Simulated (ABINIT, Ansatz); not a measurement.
# TaSi (Pm-3m): from the cell to the phonon bands

Aim: the phonon dispersion of TaSi (Pm-3m), checked by a second program.

Program: ABINIT 10.8.3. Level of theory: DFT LDA, scalar-relativistic, plane waves, PseudoDojo norm-conserving pseudopotentials. Results are calculated unless marked as measured.

The structure was built from a prototype and need not be the compound's stable phase.

## Step 1: Set-up

The structure is cubic, space group Pm-3m (No. 221). The conventional cell has a = 3.098 Å, b = 3.098 Å, c = 3.098 Å, α = 90.00°, β = 90.00°, γ = 90.00°. Nearest to Si lie 8 Ta at 2.68 Å. Nearest to Ta lie 8 Si at 2.68 Å. Farther neighbours are not listed.

## Step 2: Relaxing the cell and atoms

The harmonic expansion needs vanishing forces, and a free crystal bears no stress, so cell and atoms are brought to rest. Stress is more sensitive to the basis than forces are: the last 3 Ha under the cutoff are smoothed with ecutsm, and the cutoff is raised above that of the later runs.

The starting cell comes from a relaxation made beforehand in Ansatz (LDA, PseudoDojo NC).

Input file relax.abi:

```
# relaxation
ionmov 2
optcell 2
dilatmx 1.08
ntime 40
tolmxf 1.0d-05
tolvrs 1.0d-14
prtwf 0
prtden 0
chksymtnons 0

# basis, mesh and filling
ecut 32.0
ecutsm 3.0
ngkpt 8 8 8
nshiftk 1
shiftk 0.0 0.0 0.0
istwfk *1
occopt 7
tsmear 0.01
nband 15
nstep 100
diemac 1000000.0
prtebands 0
prtgsr 0
useylm 1

# cell and atoms
acell 5.854846286 5.854846286 5.854846286
rprim 
    1.0 0.0 0.0
    0.0 1.0 0.0
    0.0 0.0 1.0
ntypat 2
znucl 14 73
natom 2
typat 1 2
xred 
    0.0 0.0 0.0
    0.5 0.5 0.5
pp_dirpath "./pseudo"
pseudos "Si.upf, Ta.upf"
```

Run with:

```sh
$ OMP_NUM_THREADS=1 mpirun -n 4 abinit relax.abi > relax.log
```

Numbers of over 12 decimals in the logs are rounded to 6 here.

relax.abo, the main output file:

```text
[banners, grids, parts of the stress and lines that vanish by symmetry left out]
- input  file    -> relax.abi
- output file    -> relax.abo
- root for input  files -> relaxi
[...]
Symmetries : space group Pm -3 m (#221); Bravais cP (primitive cubic)
[...]
mpw =        2272          nfft =       46656          nkpt =          35
[...]
== DATASET  1 ==================================================================
[...]
cutoff_energies: {ecut:  32.0, pawecutdg:  -1.0, }
[...]
ETOT  1  -69.394919227220    -6.939E+01 9.650E-02 4.455E+01
 ETOT  2  -69.432669740476    -3.775E-02 4.542E-02 3.195E+01
 ETOT  3  -69.437568122181    -4.898E-03 2.461E-03 5.410E-02
 ETOT  4  -69.437577127763    -9.006E-06 2.028E-03 1.363E-03
 ETOT  5  -69.437577337830    -2.101E-07 3.259E-03 2.065E-05
 ETOT  6  -69.437577340727    -2.896E-09 2.352E-03 7.577E-07
 ETOT  7  -69.437577340843    -1.167E-10 3.449E-03 5.893E-09
 ETOT  8  -69.437577340846    -2.444E-12 2.153E-03 8.688E-13
 ETOT  9  -69.437577340845     9.948E-13 1.265E-03 6.681E-15
 At SCF step    9       vres2   =  6.68E-15 < tolvrs=  1.00E-14 =>converged.
[...]
sigma(1 1)= -5.48359357E-08  sigma(3 2)=  0.00000000E+00
  sigma(2 2)= -5.48359357E-08  sigma(3 1)=  0.00000000E+00
  sigma(3 3)= -5.48359357E-08  sigma(2 1)=  0.00000000E+00
[...]
convergence: {deltae:  9.948E-13, res2:  6.681E-15, residm:  1.265E-03, diffor: null, }
etotal    :  -6.94375773E+01
[...]
At Broyd/MD step   1, gradients are converged :
[...]
sigma(1 1)= -5.48359357E-08  sigma(3 2)=  0.00000000E+00
  sigma(2 2)= -5.48359357E-08  sigma(3 1)=  0.00000000E+00
  sigma(3 3)= -5.48359357E-08  sigma(2 1)=  0.00000000E+00
[...]
- sigma(1 1)= -1.61332893E-03  sigma(3 2)=  0.00000000E+00
- sigma(2 2)= -1.61332893E-03  sigma(3 1)=  0.00000000E+00
- sigma(3 3)= -1.61332893E-03  sigma(2 1)=  0.00000000E+00
[...]
fcart     -0.0000000000E+00 -0.0000000000E+00 -0.0000000000E+00
           strten     -5.4835935674E-08 -5.4835935679E-08 -5.4835935678E-08
================================================================================

[key lines of the parts left out:]
pressure_GPa:   1.6133E-03
Total energy (etotal) [Ha]= -6.94375773408449E+01
```

Run time: 17 s. Hardware: 4 MPI ranks of Arm Neoverse N1, shared host.

Little changed from the start: no atom moved by 0.005 Å and no cell edge by 0.1 %.

Read from the output:

| Property | Result |
| --- | --- |
| volume per atom | 14.87 Å³ |
| pressure | 0.001613 GPa |
| gap on the k-mesh | 0 eV |

## Step 3: Self-consistent run for the response

First-order wavefunctions inherit every error of the ground state, hence the very tight tolvrs. Occupations are smeared.

Input file gs.abi:

```
# ground state
tolvrs 1.0d-16
prtden 1
prtwf 1

# basis, mesh and filling
ecut 25.0
ngkpt 8 8 8
nshiftk 1
shiftk 0.0 0.0 0.0
istwfk *1
occopt 7
tsmear 0.01
nband 15
nstep 100
diemac 1000000.0
prtebands 0
prtgsr 0
useylm 1

# cell and atoms
acell 5.854846286 5.854846286 5.854846286
rprim 
    1.0 0.0 0.0
    0.0 1.0 0.0
    0.0 0.0 1.0
ntypat 2
znucl 14 73
natom 2
typat 1 2
xred 
    0.0 0.0 0.0
    0.5 0.5 0.5
pp_dirpath "./pseudo"
pseudos "Si.upf, Ta.upf"
```

Run with:

```sh
$ OMP_NUM_THREADS=1 mpirun -n 4 abinit gs.abi > gs.log
```

gs.abo, the main output file:

```text
[banners, grids, parts of the stress and lines that vanish by symmetry left out]
- input  file    -> gs.abi
- output file    -> gs.abo
- root for input  files -> gsi
[...]
Symmetries : space group Pm -3 m (#221); Bravais cP (primitive cubic)
[...]
mpw =        1222          nfft =       27000          nkpt =          35
[...]
== DATASET  1 ==================================================================
[...]
cutoff_energies: {ecut:  25.0, pawecutdg:  -1.0, }
[...]
ETOT  1  -69.401291753890    -6.940E+01 9.607E-02 2.147E+01
 ETOT  2  -69.434247310433    -3.296E-02 1.013E-02 1.183E+01
 ETOT  3  -69.437402720678    -3.155E-03 3.864E-03 1.786E-02
 ETOT  4  -69.437408840521    -6.120E-06 2.053E-03 1.716E-04
 ETOT  5  -69.437408887787    -4.727E-08 1.070E-02 5.973E-06
[...]
ETOT  9  -69.437408889259     2.728E-12 6.256E-04 5.040E-16
 ETOT 10  -69.437408889260    -5.116E-13 1.115E-04 3.081E-18
 At SCF step   10       vres2   =  3.08E-18 < tolvrs=  1.00E-16 =>converged.
[...]
sigma(1 1)=  1.14437308E-05  sigma(3 2)=  0.00000000E+00
  sigma(2 2)=  1.14437308E-05  sigma(3 1)=  0.00000000E+00
  sigma(3 3)=  1.14437308E-05  sigma(2 1)=  0.00000000E+00
[...]
convergence: {deltae: -5.116E-13, res2:  3.081E-18, residm:  1.115E-04, diffor: null, }
etotal    :  -6.94374089E+01
[...]
sigma(1 1)=  1.14437308E-05  sigma(3 2)=  0.00000000E+00
  sigma(2 2)=  1.14437308E-05  sigma(3 1)=  0.00000000E+00
  sigma(3 3)=  1.14437308E-05  sigma(2 1)=  0.00000000E+00
[...]
- sigma(1 1)=  3.36686186E-01  sigma(3 2)=  0.00000000E+00
- sigma(2 2)=  3.36686186E-01  sigma(3 1)=  0.00000000E+00
- sigma(3 3)=  3.36686186E-01  sigma(2 1)=  0.00000000E+00
[...]
fcart     -0.0000000000E+00 -0.0000000000E+00 -0.0000000000E+00
           strten      1.1443730849E-05  1.1443730849E-05  1.1443730849E-05
================================================================================

[key lines of the parts left out:]
pressure_GPa:  -3.3669E-01
```

Run time: 12 s. Hardware: 4 MPI ranks; 49 s of CPU time.

Read from the output:

```yaml
pressure: -0.3367 GPa
```

The cell stands at -0.34 GPa: the relaxation ran with a smoothed and higher cutoff, and the difference is a stress of the finite basis.

## Step 4: Zone-centre response

At q = 0 one unit cell holds all displacements. The response is solved for single atoms along the cell's directions, and symmetry skips those that follow from others. The crystal is treated as a metal, which screens a static field, so no field response is asked.

Input file dfpt_gamma.abi:

```

# common to the responses
getwfk_filepath "gso_WFK"
kptopt 2
nqpt 1
qpt 0.0 0.0 0.0
asr 0
chneut 0

# displacements
rfphon 1
rfatpol 1 2
rfdir 1 1 1
tolvrs 1.0d-10
prtwf 0
prtpot 1

# basis, mesh and filling
ecut 25.0
ngkpt 8 8 8
nshiftk 1
shiftk 0.0 0.0 0.0
istwfk *1
occopt 7
tsmear 0.01
nband 15
nstep 100
diemac 1000000.0
prtebands 0
prtgsr 0
useylm 1

# cell and atoms
acell 5.854846286 5.854846286 5.854846286
rprim 
    1.0 0.0 0.0
    0.0 1.0 0.0
    0.0 0.0 1.0
ntypat 2
znucl 14 73
natom 2
typat 1 2
xred 
    0.0 0.0 0.0
    0.5 0.5 0.5
pp_dirpath "./pseudo"
pseudos "Si.upf, Ta.upf"
```

Run with:

```sh
$ OMP_NUM_THREADS=1 mpirun -n 4 abinit dfpt_gamma.abi > dfpt_gamma.log
```

dfpt_gamma.abo, the main output file:

```text
[banners, grids, parts of the stress and lines that vanish by symmetry left out]
- input  file    -> dfpt_gamma.abi
- output file    -> dfpt_gamma.abo
- root for input  files -> dfpt_gammai
- root for output files -> dfpt_gammao

 Symmetries : space group Pm -3 m (#221); Bravais cP (primitive cubic)
================================================================================
 Values of the parameters that define the memory need of the present run (RF).
     intxc =       0      iscf =       7    lmnmax =      32     lnmax =       8
     mgfft =      30  mpssoang =       4    mqgrid =    3001     natom =       2
  nloc_mem =       1    nspden =       1   nspinor =       1    nsppol =       1
      nsym =      48    n1xccc =    2501    ntypat =       2    occopt =       7
   xclevel =       1
-    mband =          15        mffmem =           1         mkmem =          65
-   mkqmem =          65        mk1mem =          65           mpw =        1222
      nfft =       27000          nkpt =         260
- my_mband =          15
================================================================================
================================================================================

--------------------------------------------------------------------------------
------------- Echo of variables that govern the present computation ------------
--------------------------------------------------------------------------------
-
- outvars: echo of selected default values
-   iomode0 =  0 , fftalg0 =312 , wfoptalg0 =  0
-
- outvars: echo of global parameters not present in the input file
-  max_nthreads =    1
-
 -outvars: echo values of preprocessed input variables
 [... echo left out ...]
================================================================================

 chkinp: Checking input parameters for consistency.

[...]
== DATASET  1 ==================================================================
-   mpi_nproc: 4, omp_nthreads: 1 (-1 if OMP is not activated)

--- !DatasetInfo
iteration_state: {dtset: 1, }
dimensions: {natom: 2, nkpt: 260, mband: 15, nsppol: 1, nspinor: 1, nspden: 1, mpw: 1222, }
cutoff_energies: {ecut:  25.0, pawecutdg:  -1.0, }
electrons: {nelect:   1.70000000E+01, charge:   0.00000000E+00, occopt:   7.00000000E+00, tsmear:   1.00000000E-02, }
meta: {optdriver: 1, rfphon: 1, }
...

 mkfilename: getwfk from: gso_WFK

 Real(R)+Recip(G) space primitive vectors, cartesian coordinates (Bohr,Bohr^-1):
 R(1)=  5.8548463  0.0000000  0.0000000  G(1)=  0.1707987  0.0000000  0.0000000
 R(2)=  0.0000000  5.8548463  0.0000000  G(2)=  0.0000000  0.1707987  0.0000000
 R(3)=  0.0000000  0.0000000  5.8548463  G(3)=  0.0000000  0.0000000  0.1707987
 Unit cell volume ucvol=  2.0069959E+02 bohr^3
 Angles (23,13,12)=  9.00000000E+01  9.00000000E+01  9.00000000E+01 degrees
 setup1 : take into account q-point for computing boxcut.

 getcut: wavevector=  0.0000  0.0000  0.0000  ngfft=  30  30  30
         ecut(hartree)=     25.000   => boxcut(ratio)=   2.27652

 getcut : COMMENT -
  Note that boxcut > 2.2 ; recall that boxcut=Gcut(box)/Gcut(sphere) = 2
  is sufficient for exact treatment of convolution.
  Such a large boxcut is a waste : you could raise ecut
  e.g. ecut=   32.390770 Hartrees makes boxcut=2

--- Pseudopotential description ------------------------------------------------
- pspini: atom type   1  psp file is ./pseudo/Si.upf

- pspini: atom type   2  psp file is ./pseudo/Ta.upf

   4.81489329E+02                                ecore*ucvol(ha*bohr**3)
--------------------------------------------------------------------------------

 ==>  initialize data related to q vector <==

 The list of irreducible perturbations for this q vector is:
    1)    idir= 1    ipert=   1
    2)    idir= 1    ipert=   2

[...]
The perturbation idir=   2  ipert=   1 is
 symmetric of a previously calculated perturbation.
 So, its SCF calculation is not needed.

 The perturbation idir=   3  ipert=   1 is
 symmetric of a previously calculated perturbation.
 So, its SCF calculation is not needed.

 The perturbation idir=   2  ipert=   2 is
 symmetric of a previously calculated perturbation.
 So, its SCF calculation is not needed.

 The perturbation idir=   3  ipert=   2 is
 symmetric of a previously calculated perturbation.
 So, its SCF calculation is not needed.

--------------------------------------------------------------------------------
 Perturbation wavevector (in red.coord.)   0.000000  0.000000  0.000000
 Perturbation : displacement of atom   1   along direction   1
 Found     8 symmetries that leave the perturbation invariant.

[...]
dfpt_looppert : total number of electrons, from k and k+q
  fully or partially occupied states are    1.700000E+01 and    1.700000E+01.
 Initialisation of the first-order wave-functions :
  ireadwf=   0

--- !BeginCycle
iteration_state: {dtset: 1, }
solver: {iscf: 7, nstep: 100, nline: 4, wfoptalg: 0, }
tolerances: {tolvrs: 1.00E-10, }
...

     iter   2DEtotal(Ha)        deltaE(Ha) residm    vres2
-ETOT  1   3.009905     -5.127E+01 4.098E+00 1.712E+03
 ETOT  2   2.274985     -7.349E-01 8.828E-03 5.518E+01
 ETOT  3   2.247807     -2.718E-02 8.858E-04 4.512E-01
 ETOT  4   2.247504     -3.037E-04 6.831E-05 3.662E-03
 ETOT  5   2.247501     -2.839E-06 4.933E-05 6.415E-06
[...]
At SCF step    8       vres2   =  3.21E-11 < tolvrs=  1.00E-10 =>converged.
[...]
Mean square residual over all n,k,spin=   26.509E-10; max=  25.441E-07

 Thirteen components of 2nd-order total energy (hartree) are
 1,2,3: 0th-order hamiltonian combined with 1st-order wavefunctions
     kin0=   4.30568460E+01 eigvalue=  -5.28825608E+00  local=  -2.25308566E+01
 4,5,6: 1st-order hamiltonian combined with 1st and 0th-order wfs
 loc psp =  -2.45896089E+01  Hartree=   1.03643404E+01     xc=  -3.75622522E+00
 note that "loc psp" includes a xc core correction that could be resolved
 7,8,9: eventually, occupation + non-local contributions
    edocc=   4.87891001E+00     enl0=   2.53050720E+01   enl1=  -7.94700530E+01
 1-9 gives the relaxation energy (to be shifted if some occ is /=2.0)
   erelax=  -5.20298313E+01
 10,11,12 Non-relaxation  contributions : frozen-wavefunctions and Ewald
 fr.local=  -2.75988140E+01 fr.nonlo=   4.59751015E+01  Ewald=   3.72028709E+01
 13,14 Frozen wf xc core corrections (1) and (2)
 frxc 1  =  -4.62863793E+00  frxc 2 =   3.32681165E+00
 Resulting in :
 2DEtotal=    0.2247500768E+01 Ha. Also 2DEtotal=    0.611576114759E+02 eV
    (2DErelax=   -5.2029831291E+01 Ha. 2DEnonrelax=    5.4277332059E+01 Ha)
    (  non-var. 2DEtotal :    2.2475011200E+00 Ha)

[...]
Perturbation wavevector (in red.coord.)   0.000000  0.000000  0.000000
 Perturbation : displacement of atom   2   along direction   1
 Found     8 symmetries that leave the perturbation invariant.

--------------------------------------------------------------------------------

--------------------------------------------------------------------------------

 dfpt_looppert : total number of electrons, from k and k+q
  fully or partially occupied states are    1.700000E+01 and    1.700000E+01.
 Initialisation of the first-order wave-functions :
  ireadwf=   0

--- !BeginCycle
iteration_state: {dtset: 1, }
solver: {iscf: 7, nstep: 100, nline: 4, wfoptalg: 0, }
tolerances: {tolvrs: 1.00E-10, }
...

     iter   2DEtotal(Ha)        deltaE(Ha) residm    vres2
-ETOT  1   3.182148     -1.499E+03 5.057E+00 1.407E+03
[...]
ETOT  7   2.242276     -1.382E-10 7.109E-04 1.186E-07
 ETOT  8   2.242276     -7.594E-11 1.949E-04 2.271E-11

 At SCF step    8       vres2   =  2.27E-11 < tolvrs=  1.00E-10 =>converged.
[...]
Mean square residual over all n,k,spin=   20.005E-08; max=  19.494E-05

 Thirteen components of 2nd-order total energy (hartree) are
 1,2,3: 0th-order hamiltonian combined with 1st-order wavefunctions
     kin0=   8.60215692E+02 eigvalue=   9.07934261E+01  local=  -5.62415359E+02
 4,5,6: 1st-order hamiltonian combined with 1st and 0th-order wfs
 loc psp =  -2.08243258E+03  Hartree=   4.85503145E+02     xc=  -8.24538579E+01
 note that "loc psp" includes a xc core correction that could be resolved
 7,8,9: eventually, occupation + non-local contributions
    edocc=   2.61406544E+02     enl0=   4.47079155E+02   enl1=  -9.17824913E+02
 1-9 gives the relaxation energy (to be shifted if some occ is /=2.0)
   erelax=  -1.50012875E+03
 10,11,12 Non-relaxation  contributions : frozen-wavefunctions and Ewald
 fr.local=   9.66760912E+02 fr.nonlo=   4.59243053E+02  Ewald=   3.72028709E+01
 13,14 Frozen wf xc core corrections (1) and (2)
 frxc 1  =  -1.50751233E+02  frxc 2 =   1.89915420E+02
 Resulting in :
 2DEtotal=    0.2242276157E+01 Ha. Also 2DEtotal=    0.610154425855E+02 eV
    (2DErelax=   -1.5001287464E+03 Ha. 2DEnonrelax=    1.5023710226E+03 Ha)
    (  non-var. 2DEtotal :    2.2422765382E+00 Ha)

[...]
---- first-order wavefunction calculations are completed ----

 ==> Compute Derivative Database <==

 [... matrices left out ...]
  Phonon wavevector (reduced coordinates) :  0.00000  0.00000  0.00000
 Phonon energies in Hartree :
  -1.605797E-05 -1.605797E-05 -1.605797E-05  1.216226E-03  1.216226E-03
   1.216226E-03
 Phonon frequencies in cm-1    :
- -3.524318E+00 -3.524318E+00 -3.524318E+00  2.669308E+02  2.669308E+02
-  2.669308E+02

== END DATASET(S) ==============================================================
================================================================================

 -outvars: echo values of variables after computation
            acell      5.8548462860E+00  5.8548462860E+00  5.8548462860E+00 Bohr
           etotal      2.2422761573E+00
            fcart      0.0000000000E+00  0.0000000000E+00  0.0000000000E+00
           strten      0.0000000000E+00  0.0000000000E+00  0.0000000000E+00
================================================================================
```

It took 36 s on 4 MPI ranks; 2.4 min of CPU time.

Read from the output:

```
largest acoustic frequency at the zone centre before the sum rule : -3.52 cm⁻¹
highest optical zone-centre mode (no LO-TO term)                  : 266.9 cm⁻¹
lowest optical zone-centre mode                                   : 266.9 cm⁻¹
```

The acoustic modes at Γ come out as far as 3.5 cm⁻¹ from zero, where they should vanish, a small numerical error.

[end of part 1 of 3]

[Host names and launcher messages were left out of these logs when they were recorded.]

[Logs are printed without paths, hosts, clocks, repeated set-up lines and the standing remarks that a program may print on its own settings, such as how far it seeks lower states.]

[Hosts, paths, dates, database ids (printed as entryN), source tags and the programs' standing remarks are cut or masked in the printed files.]
